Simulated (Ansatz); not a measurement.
## From PBE to G0W0: Cs2HgSe2 (Pbam)

How far does one-shot GW move the PBE gap of Cs2HgSe2 (Pbam)?

Program: Ansatz 0.2.0. Level of theory: PBE, then G0W0 on it, plane waves, PAW. Results are calculated unless marked as measured.

This is a report of a sequence of runs, with most program output left out.

In doubt: masses and optical values from hybrid runs of this build are listed as unsure (in some of the runs), which bears on the screening that GW takes from such a start.

### 1. The starting structure

The structure is orthorhombic, space group Pbam (No. 55). The conventional cell has a = 8.185 Å, b = 10.330 Å, c = 4.711 Å, α = 90.00°, β = 90.00°, γ = 90.00°. Nearest to Cs lie 6 Se at 3.66 to 3.72 Å and 1 Cs at 3.87 Å. Nearest to Hg lie 2 Se at 2.41 Å. Nearest to Se lie 1 Hg at 2.41 Å and 6 Cs at 3.66 to 3.72 Å. Farther neighbours and most contacts between anions are not listed.

As a file:

```cif
data_structure
_symmetry_space_group_name_H-M 'Pbam'
_symmetry_Int_Tables_number 55
_cell_length_a 8.1849
_cell_length_b 10.3302
_cell_length_c 4.7112
_cell_angle_alpha 90.000
_cell_angle_beta 90.000
_cell_angle_gamma 90.000
_cell_volume 398.34
loop_
_atom_site_label
_atom_site_type_symbol
_atom_site_symmetry_multiplicity
_atom_site_Wyckoff_symbol
_atom_site_fract_x
_atom_site_fract_y
_atom_site_fract_z
_atom_site_occupancy
Cs1 Cs 4 h 0.39222 0.83311 0.50000 1
Hg1 Hg 2 a 0.50000 0.50000 0.00000 1
Se1 Se 4 g 0.23025 0.59445 0.00000 1
```

The cell and positions come from the Crystallography Open Database and are kept as given unless a step says otherwise. Spin-orbit coupling is left out unless a step names it.

### 2. The PBE band structure

Levels along a band path and on the mesh show where this functional puts the band edges.

This step: DFT, PBE, plane waves, PAW; PAW set soft_1.

The input, input.yaml:

```yaml
crystal:
  lattice:
    - [8.1849, 0.0, 0.0]
    - [0.0, 10.3302, 0.0]
    - [0.0, 0.0, 4.7112]
  atoms:
    - { symbol: Cs, position: [0.39222, 0.83311, 0.5] }
    - { symbol: Cs, position: [0.60778, 0.16689, 0.5] }
    - { symbol: Cs, position: [0.89222, 0.66689, 0.5] }
    - { symbol: Cs, position: [0.10778, 0.33311, 0.5] }
    - { symbol: Hg, position: [0.5, 0.5, 0.0] }
    - { symbol: Hg, position: [0.0, 0.0, 0.0] }
    - { symbol: Se, position: [0.23025, 0.59445, 0.0] }
    - { symbol: Se, position: [0.76975, 0.40555, 0.0] }
    - { symbol: Se, position: [0.73025, 0.90555, 0.0] }
    - { symbol: Se, position: [0.26975, 0.09445, 0.0] }
kpoints:
  mp_grid: { grid: [4, 2, 6] }
  band_path:
    path:
      - [[0.0, 0.0, 0.0], [0.5, 0.0, 0.0], [0.5, 0.5, 0.0], [0.0, 0.5, 0.0], [0.0, 0.0, 0.0], [0.0, 0.0, 0.5], [0.5, 0.0, 0.5], [0.5, 0.5, 0.5], [0.0, 0.5, 0.5], [0.0, 0.0, 0.5]]
      - [[0.5, 0.0, 0.0], [0.5, 0.0, 0.5]]
      - [[0.0, 0.5, 0.0], [0.0, 0.5, 0.5]]
      - [[0.5, 0.5, 0.0], [0.5, 0.5, 0.5]]
    npoints: 10
hamiltonian:
  xc: pbe
  pseudopotentials: { kind: paw, azcp: { folder: soft_1 } }
scf:
  occupations: { method: fermi_dirac, width: 0.02 }
  n_extra_bands: 7
output:
  eigenvalues: true
  forces: true
  stress: true
  write_density: true
  write_potential: true
  elf: true
  volumetric_format: npy
```

Command:

```
$ ansatz run input.yaml --threads 2 --pin off --max-ram 92160MiB --backend cuda --events-out ev --progress --plain --runs-dir out --devices 1 --max-vram 13GiB
```

Wall time 20 s (1 × NVIDIA H100 80GB HBM3 (shared by 6 runs) with 2 threads of AMD EPYC 7R13 (Zen 3), shared host); peak memory 1.4 GiB; 30 s of CPU time.

Numbers from this step:

| Property | Result |
| --- | --- |
| pressure | 1.717 GPa |
| filled bands | 70 |
| gap | 1.997 eV |
| valence top at | k = (0.400, 0.000, 0.000) |
| conduction bottom at | Γ |
| least direct gap | 2.030 eV |

Over mesh and path the gap is 1.997 eV, from k = (0.400, 0.000, 0.000) to k = Γ. The least direct gap found is 2.030 eV, at k = Γ. On the 4×2×6 mesh alone the same run gives 2.003 eV, so that mesh misses an edge of PBE: 2.003 − 1.997 = +0.006 eV.

Electronic bands along the path, in eV, zero at the top of the highest nominally filled band:

| point | band 67 | band 68 | band 69 | band 70 | band 71 | band 72 | band 73 | band 74 |
| --- | --- | --- | --- | --- | --- | --- | --- | --- |
| Γ | -0.35 | -0.19 | -0.07 | -0.03 | 2.00 | 2.85 | 3.12 | 3.70 |
| halfway | -0.23 | -0.14 | -0.04 | -0.01 | 2.40 | 2.64 | 3.09 | 3.54 |
| X | -0.10 | -0.10 | -0.01 | -0.01 | 2.58 | 2.58 | 3.35 | 3.35 |
| halfway | -0.16 | -0.16 | -0.02 | -0.02 | 2.69 | 2.69 | 3.23 | 3.23 |
| S | -0.22 | -0.22 | -0.03 | -0.03 | 2.94 | 2.94 | 2.95 | 2.95 |
| halfway | -0.30 | -0.30 | -0.04 | -0.04 | 2.63 | 2.63 | 3.26 | 3.26 |
| Y | -0.52 | -0.52 | -0.04 | -0.04 | 2.47 | 2.47 | 3.45 | 3.45 |
| halfway | -0.41 | -0.29 | -0.06 | -0.04 | 2.13 | 2.88 | 3.06 | 3.68 |
| Γ | -0.35 | -0.19 | -0.07 | -0.03 | 2.00 | 2.85 | 3.12 | 3.70 |
| halfway | -0.57 | -0.47 | -0.33 | -0.32 | 2.41 | 2.87 | 2.98 | 3.71 |
| Z | -0.71 | -0.59 | -0.55 | -0.31 | 2.80 | 2.83 | 2.85 | 2.99 |
| halfway | -0.60 | -0.56 | -0.36 | -0.13 | 2.53 | 2.55 | 2.66 | 2.94 |
| U | -0.60 | -0.60 | -0.11 | -0.11 | 2.44 | 2.44 | 2.68 | 2.68 |
| halfway | -0.64 | -0.64 | -0.11 | -0.11 | 2.41 | 2.41 | 2.86 | 2.86 |
| R | -0.68 | -0.68 | -0.11 | -0.11 | 2.39 | 2.39 | 3.17 | 3.17 |
| halfway | -0.63 | -0.63 | -0.24 | -0.24 | 2.59 | 2.59 | 2.97 | 2.97 |
| T | -0.59 | -0.59 | -0.42 | -0.42 | 2.82 | 2.82 | 2.94 | 2.94 |
| halfway | -0.59 | -0.56 | -0.56 | -0.33 | 2.80 | 2.80 | 2.83 | 3.21 |
| Z | -0.71 | -0.59 | -0.55 | -0.31 | 2.80 | 2.83 | 2.85 | 2.99 |
| jump to X | -0.10 | -0.10 | -0.01 | -0.01 | 2.58 | 2.58 | 3.35 | 3.35 |
| halfway | -0.41 | -0.41 | -0.12 | -0.12 | 2.61 | 2.61 | 3.34 | 3.34 |
| U | -0.60 | -0.60 | -0.11 | -0.11 | 2.44 | 2.44 | 2.68 | 2.68 |
| jump to Y | -0.52 | -0.52 | -0.04 | -0.04 | 2.47 | 2.47 | 3.45 | 3.45 |
| halfway | -0.52 | -0.52 | -0.31 | -0.31 | 2.55 | 2.55 | 3.62 | 3.62 |
| T | -0.59 | -0.59 | -0.42 | -0.42 | 2.82 | 2.82 | 2.94 | 2.94 |
| jump to S | -0.22 | -0.22 | -0.03 | -0.03 | 2.94 | 2.94 | 2.95 | 2.95 |

ELF in the ab plane at fractional z = 0.000, with atoms of Hg and Se within 0.2 Å of it. It is the smooth field of the valence electrons, not physical close to the nuclei.

Values, 13 rows by 16 columns, each cell a mean:
```
0.52 0.42 0.28 0.40 0.59 0.61 0.38 0.08 0.19 0.70 0.79 0.55 0.50 0.61 0.35 0.46
0.30 0.26 0.15 0.08 0.08 0.05 0.02 0.02 0.18 0.62 0.71 0.41 0.47 0.69 0.45 0.27
0.07 0.04 0.08 0.16 0.16 0.07 0.02 0.01 0.05 0.35 0.68 0.80 0.81 0.70 0.38 0.13
0.03 0.24 0.59 0.76 0.77 0.61 0.30 0.09 0.04 0.05 0.17 0.31 0.31 0.17 0.05 0.01
0.16 0.57 0.72 0.58 0.62 0.72 0.47 0.24 0.24 0.20 0.10 0.05 0.03 0.02 0.01 0.01
0.22 0.69 0.75 0.40 0.38 0.63 0.37 0.40 0.46 0.39 0.26 0.30 0.45 0.44 0.23 0.05
0.09 0.49 0.78 0.78 0.66 0.42 0.35 0.57 0.65 0.41 0.39 0.63 0.73 0.82 0.73 0.28
0.05 0.06 0.22 0.31 0.25 0.20 0.31 0.40 0.39 0.33 0.59 0.47 0.19 0.57 0.75 0.43
0.02 0.01 0.01 0.02 0.03 0.04 0.10 0.17 0.19 0.34 0.67 0.77 0.71 0.75 0.63 0.26
0.02 0.06 0.22 0.44 0.52 0.39 0.16 0.03 0.03 0.12 0.36 0.61 0.68 0.56 0.26 0.05
0.14 0.31 0.66 0.80 0.81 0.77 0.59 0.18 0.02 0.01 0.02 0.05 0.07 0.05 0.06 0.10
0.33 0.33 0.63 0.50 0.21 0.57 0.73 0.40 0.05 0.03 0.10 0.16 0.15 0.16 0.27 0.35
0.60 0.39 0.45 0.63 0.63 0.79 0.78 0.34 0.07 0.37 0.69 0.73 0.59 0.35 0.36 0.53
```
Columns run along a (8.2 Å), rows up along b (10.3 Å). Atoms in or near the plane, at fractional coordinates: Hg at (0.50, 0.50), Hg at (0.00, 0.00), Se at (0.23, 0.59), Se at (0.77, 0.41), Se at (0.73, 0.91), Se at (0.27, 0.09).

Electrostatic potential energy in the ab plane at fractional z = 0.000, with atoms of Hg and Se within 0.2 Å of it. With pseudopotentials it is smooth inside the atoms' cores, unlike the true potential.

Ten even steps from '_' (-34 eV) to '@' (10 eV), each cell a mean:
```
____--##@@@@@@@@@@@@@@@@@@@@%%**++++++##++..__
::--**%%@@@@@@@@@@@@@@@@@@@@****@@@@**++##++::
##%%@@@@@@@@@@@@@@@@@@@@@@@@****@@@@**++%%%%%%
@@@@@@@@@@@@@@@@@@@@@@@@@@@@%%++++**++##@@@@@@
@@@@@@@@@@@@@@@@@@@@@@@@@@@@@@%%####%%@@@@@@@@
@@@@@@@@@@@@@@@@@@@@@@@@@@@@@@@@@@@@@@@@@@@@@@
@@@@@@@@@@@@@@@@@@@@@@@@@@@@@@@@@@@@@@@@@@@@@@
@@@@@@%%******%%@@@@@@@@@@@@@@@@@@@@@@@@@@@@@@
@@@@%%++**%%**++%%@@@@@@@@@@@@@@@@@@@@@@@@@@@@
@@@@%%++%%@@@@++##%%**++++##@@@@@@@@@@@@@@@@@@
@@@@%%****%%**++##++..____--##@@@@@@@@@@@@@@@@
@@@@@@%%**++**####::________++%%%%%%%%@@@@@@@@
@@@@@@@@@@@@@@@@%%--______..++##++++++**%%@@@@
@@@@@@@@@@@@@@@@@@##--::::++##++**@@@@****@@@@
@@@@@@@@@@@@@@@@@@@@%%##%%%%%%****@@@@****%%@@
@@@@@@@@@@@@@@@@@@@@@@@@@@@@@@##++**++++##@@@@
@@@@@@@@@@@@@@@@@@@@@@@@@@@@@@@@%%####%%@@@@@@
@@@@@@@@@@@@@@@@@@@@@@@@@@@@@@@@@@@@@@@@@@@@@@
@@@@@@@@@@@@@@@@@@@@@@@@@@@@@@@@@@@@@@@@@@@@@@
@@@@@@@@%%******%%@@@@@@@@@@@@@@@@@@@@@@@@@@@@
@@@@@@%%++**%%**++%%@@@@@@@@@@@@@@@@@@@@@@@@@@
++**%%##==@@@@%%++##@@@@@@@@@@@@@@@@@@@@@@##**
__..==##++**%%**++%%@@@@@@@@@@@@@@@@@@@@##--__
____::####**++**%%@@@@@@@@@@@@@@%%%%%%%%++____
```
Columns run along a (8.2 Å; values clipped at the 3rd and 97th percentile), rows up along b (10.3 Å). Atoms in or near the plane, at fractional coordinates: Hg at (0.50, 0.50), Hg at (0.00, 0.00), Se at (0.23, 0.59), Se at (0.77, 0.41), Se at (0.73, 0.91), Se at (0.27, 0.09).

### 3. The quasiparticle correction

G0W0 replaces the xc potential by a self-energy built once from the orbitals of the start. Levels are corrected in the window of bands that the input names, at points of the mesh.

This step: G0W0 on PBE, plane waves, PAW; PAW set soft_1.

input.yaml, the sections that differ from step 2:

```yaml
kpoints:
  mp_grid: { grid: [2, 2, 4] }
scf:
  occupations: { method: fixed }
gw:
  n_empty_bands: 904
  ecut_chi: 100.0
  qp_bands: [v3, c3]
  qp_kpoints: band_edges
  screening: { model: contour_deformation }
# crystal, hamiltonian: as in step 2
# output: removed
```

Run time: 1.8 min. Hardware: 1 × NVIDIA H100 80GB HBM3 (shared by 6 runs) with 2 threads; peak memory 4.5 GiB; 3.1 min of CPU time.

Numbers from this step:

- bands summed: 974
- RPA ε∞ on this mesh (eigenvalues): 3.318, 3.607, 4.579
- plane waves in the screening matrix: 923
- q-points in the mesh: 16
- G0W0 gap over the corrected points: 3.437 eV
- k of the valence top: -0.5, 0, 0
- k of the conduction bottom: 0, 0, 0
- starting gap on the mesh: 2.004 eV
- Z at the valence top: 0.7535
- Z at the conduction bottom: 0.8034
- least direct G0W0 gap over the corrected points: 3.472 eV

Over all 12 irreducible mesh points the G0W0 gap is 3.437 eV, from k = (-0.500, 0.000, 0.000) to k = Γ. The PBE gap of this run on the mesh is 2.004 eV. The two states that bound the G0W0 gap lie that far apart at the start, so the correction of the gap is 3.437 − 2.004 = +1.433 eV. The start of this run differs from the step before in mesh (4×2×6 and 2×2×4).

Labels follow the order of the start: v1 is the top filled band, c1 the lowest empty one; levels that stay degenerate share a row, the window can cut a multiplet, doubted levels are not marked in this list, bands outside the window were not corrected, and the list may be a part of the corrected levels. Levels before and after the correction, in eV, zero at the valence-band top of each column:

```
           conduction bottom  valence top
Kohn-Sham               2.00         0.00
     G0W0               3.44         0.00
```

```
                      level  occupation  energy (eV)
Kohn-Sham              Γ v3           2       -0.187
Kohn-Sham              Γ v2           2       -0.062
Kohn-Sham              Γ v1           2       -0.027
Kohn-Sham              Γ c1           0        2.004
Kohn-Sham              Γ c2           0        2.861
Kohn-Sham              Γ c3           0        3.121
Kohn-Sham     (-0.5 0 0) v3           2       -0.098
Kohn-Sham  (-0.5 0 0) v2-v1           2        0.000
Kohn-Sham  (-0.5 0 0) c1-c2           0        2.590
Kohn-Sham     (-0.5 0 0) c3           0        3.361
     G0W0              Γ v3           2       -0.203
     G0W0              Γ v2           2       -0.069
     G0W0              Γ v1           2       -0.035
     G0W0              Γ c1           0        3.437
     G0W0              Γ c2           0        4.096
     G0W0              Γ c3           0        4.751
     G0W0     (-0.5 0 0) v3           2       -0.096
     G0W0  (-0.5 0 0) v2-v1           2        0.000
     G0W0  (-0.5 0 0) c1-c2           0        3.969
     G0W0     (-0.5 0 0) c3           0        4.814
```

The parts of the quasiparticle energy for the two states that bound the G0W0 gap, in eV on the run's own scale (QP = start + Σx + Σc − Vxc, with Σc at the quasiparticle energy):

```csv
edge,k,band,start,Σx,Σc,Vxc,Z,QP
valence top,"(-0.500, 0.000, 0.000)",69,5.173,−17.602,2.006,−14.655,0.753,4.232
conduction bottom,Γ,71,7.177,−9.415,−2.960,−12.867,0.803,7.669
```

### 4. Spin-orbit coupling

This run has two-component orbitals with spin-orbit coupling.

This step: DFT, PBE with spin-orbit coupling, plane waves, PAW; PAW set soft_1.

Changes to input.yaml since step 3:

```diff
@@ -17,13 +17,27 @@
 kpoints:
-  mp_grid: { grid: [2, 2, 4] }
+  mp_grid: { grid: [4, 2, 6] }
+  band_path:
+    path:
+      - [0.0, 0.0, 0.0]
+      - [0.5, 0.0, 0.0]
+      - [0.5, 0.5, 0.0]
+      - [0.0, 0.5, 0.0]
+      - [0.0, 0.0, 0.5]
+      - [0.5, 0.0, 0.5]
+      - [0.5, 0.5, 0.5]
+      - [0.0, 0.5, 0.5]
+      - [0.4, 0.0, 0.0]
+    npoints: 1
 hamiltonian:
   xc: pbe
-  pseudopotentials: { kind: paw, azcp: { folder: soft_1 } }
+  pseudopotentials: { kind: paw_fr, azcp: { folder: soft_1 } }
 scf:
   occupations: { method: fixed }
-gw:
-  n_empty_bands: 904
-  ecut_chi: 100.0
-  qp_bands: [v3, c3]
-  qp_kpoints: band_edges
-  screening: { model: contour_deformation }
+  n_extra_bands: 14
+magnetization:
+  noncollinear: true
+  spin_orbit: true
+output:
+  eigenvalues: true
+  forces: true
+  stress: true
```

Wall time 27 s (1 × NVIDIA H100 80GB HBM3 (shared by 6 runs) with 2 threads); peak memory 1.5 GiB.

Numbers from this step:

- pressure: 1.574 GPa
- gap: 1.921 eV
- valence top at: X
- conduction bottom at: Γ
- least direct gap: 1.990 eV

Over mesh and listed points the gap is 1.921 eV, from k = (0.500, 0.000, 0.000) to k = Γ. The least direct gap found is 1.990 eV, at k = Γ. PBE+SOC against PBE: 1.921 − 1.997 = −0.076 eV. Mesh, set of files and cutoff are the same, but the valence top lies at another k point, so this need not be the shift of one pair of states. The spin-orbit run sees mesh and listed points alone, so its gap is an upper bound: the coupling can move an edge off these points, and the change over the zone, its sign included where it is small, is not known.

### 5. Side by side

Each gap is the least one over the points named; times are wall times on shared hosts, not benchmarks. A G0W0 time includes the run's own self-consistent start. Runs with listed points see these and the mesh alone, so an edge that moves elsewhere is missed. Rows marked * are further runs, not shown as steps, whose inputs differ from the G0W0 step on the same start in the columns given; solver thresholds can differ too. Symmetry makes (0.500, 0.000, 0.000) and (-0.500, 0.000, 0.000) one point.

```
    level   mesh       files, cutoff   bands summed, screening                          points  gap (eV)             valence top  conduction bottom  least direct gap (eV)     time
      PBE  4×2×6  soft_1 PAW, 420 eV                         -                   mesh and path     1.997   (0.400, 0.000, 0.000)                  Γ                  2.030     20 s
  PBE+SOC  4×2×6  soft_1 PAW, 420 eV                         -          mesh and listed points     1.921   (0.500, 0.000, 0.000)                  Γ                  1.990     27 s
G0W0@PBE*  2×2×4  soft_1 PAW, 420 eV                218, 30 eV  all 12 irreducible mesh points     3.266  (-0.500, 0.000, 0.000)                  Γ                  3.307     24 s
G0W0@PBE*  2×2×4  soft_1 PAW, 420 eV                490, 60 eV  all 12 irreducible mesh points     3.358  (-0.500, 0.000, 0.000)                  Γ                  3.397     65 s
 G0W0@PBE  2×2×4  soft_1 PAW, 420 eV               974, 100 eV  all 12 irreducible mesh points     3.437  (-0.500, 0.000, 0.000)                  Γ                  3.472  1.8 min
G0W0@PBE*  2×2×2  soft_1 PAW, 420 eV                490, 60 eV   all 8 irreducible mesh points     3.342  (-0.500, 0.000, 0.000)                  Γ                  3.379     35 s
G0W0@PBE*  2×2×4  soft_1 PAW, 420 eV  490, 60 eV, plasmon pole  all 12 irreducible mesh points     3.398  (-0.500, 0.000, 0.000)                  Γ                  3.439     70 s
```

### 6. Summary of results

| Property | Result |
| --- | --- |
| PBE gap over mesh and path | 1.997 eV, from k = (0.400, 0.000, 0.000) to k = Γ |
| G0W0@PBE gap over all 12 irreducible mesh points | 3.437 eV, from k = (-0.500, 0.000, 0.000) to k = Γ |
| PBE+SOC gap over mesh and listed points | 1.921 eV |
| GW settings | 2×2×4 mesh, 904 empty bands, screening to 100 eV, PAW set soft_1 files |
| known limits | finite bands, screening cutoff and k mesh; no spin-orbit coupling in G0W0; d shells not analysed; screening cutoff under 40 eV in some runs |

Over all 12 irreducible mesh points the G0W0 gap is 3.437 eV, from k = (-0.500, 0.000, 0.000) to k = Γ. The PBE gap of this run on the mesh is 2.004 eV. The two states that bound the G0W0 gap lie that far apart at the start, so the correction of the gap is 3.437 − 2.004 = +1.433 eV. The valence state moves by 4.232 − 5.173 = −0.941 eV and the conduction state by 7.669 − 7.177 = +0.492 eV, on the run's own scale; with 218 bands the edge states move by −0.375 and +0.887 eV, so the split between the edges depends on the bands and cutoff. Over mesh and path, PBE puts the valence top at k = (0.400, 0.000, 0.000), where no G0W0 correction was computed. The G0W0 gap over the whole zone is therefore not known from this run; at its settings it can only be equal to or under the 3.437 eV found, and no correction is carried over from another point. For the start itself the gap is 1.997 eV over mesh and path and 2.004 eV on the mesh of the G0W0 run, in runs that differ in mesh (4×2×6 and 2×2×4). From 218 bands and 30 eV to 974 bands and 100 eV the gap moves by 3.437 − 3.266 = +0.171 eV (rung by rung 3.266, 3.358, 3.437 eV); bands and screening cutoff rise together, so their parts are not told apart. A line in one over the bands through the two highest rungs gives 3.437 + (3.437 − 3.358) × 490 / (974 − 490) = 3.517 eV, and through the pair below 3.358 + (3.358 − 3.266) × 218 / (490 − 218) = 3.432 eV. The two differ by 0.085 eV, not under the 0.030 eV asked, so the law does not hold well over these rungs and the limit is not known. With the 2×2×2 mesh in place of the 2×2×4 mesh and all else as in the G0W0@PBE row with 490 bands, the gap differs by 3.342 − 3.358 = −0.016 eV, and that of the start by 1.999 − 2.004 = −0.005 eV. With the plasmon pole model in place of the contour deformation model and all else as in the G0W0@PBE row with 490 bands, the gap differs by 3.398 − 3.358 = +0.040 eV. G0W0 on other starts in this series, not shown as steps and not all at these settings: 3.604 eV on r2SCAN (2×2×4, soft_1 PAW, 490 bands, 60 eV) and 3.781 eV on HSE06 (2×2×4, soft_1 PAW, 490 bands, 60 eV). PBE+SOC against PBE: 1.921 − 1.997 = −0.076 eV. Mesh, set of files and cutoff are the same, but the valence top lies at another k point, so this need not be the shift of one pair of states. The spin-orbit run sees mesh and listed points alone, so its gap is an upper bound: the coupling can move an edge off these points, and the change over the zone, its sign included where it is small, is not known. What spin-orbit coupling does to the G0W0 levels was not computed, so no sum with the G0W0 gap is formed. The G0W0 runs are scalar-relativistic. One-shot GW is known to converge slowly in bands for compounds with shallow d shells. The cell holds Hg; the filling of the d shell and its place against the gap were not analysed here. G0W0@PBE runs of this series with other atomic data on the same mesh, not shown as steps, give 3.357 eV (hard PAW, 690 eV, 490 bands, screening to 60 eV; the table's row with the same empty bands and screening cutoff has 3.358 eV); where bands and cutoffs differ too, the part of the files is not isolated. A screening cutoff under 40 eV is crude: G0W0@PBE with 218 bands at 30 eV.

[Paths, hosts, dates, memory and timing lines, banners, echoed tables and standing remarks are left out of the program output.]

[Logs are printed without paths, hosts, clocks, repeated set-up lines and the standing remarks that a program may print on its own settings, such as how far it seeks lower states.]

[Runs of the session that timed out or met a known fault of the program may be left out.]

[Cells called generated may have been cut or substituted from an entry of the Crystallography Open Database or the Materials Project.]

[Hosts, paths, dates, database ids (printed as entryN), source tags and the programs' standing remarks are cut or masked in the printed files.]

[Where an RPA ε∞ is given, it is that of the G0W0 mesh and is not shown converged in it. Names of k-points follow the symmetry that the program found, which can be lower than the space group named. Band edges on a path are those of the sampled points; other points can move an edge, and change direct to indirect where valleys lie close.]

[Hybrid gaps are those of their k-mesh and are not shown converged in it.]
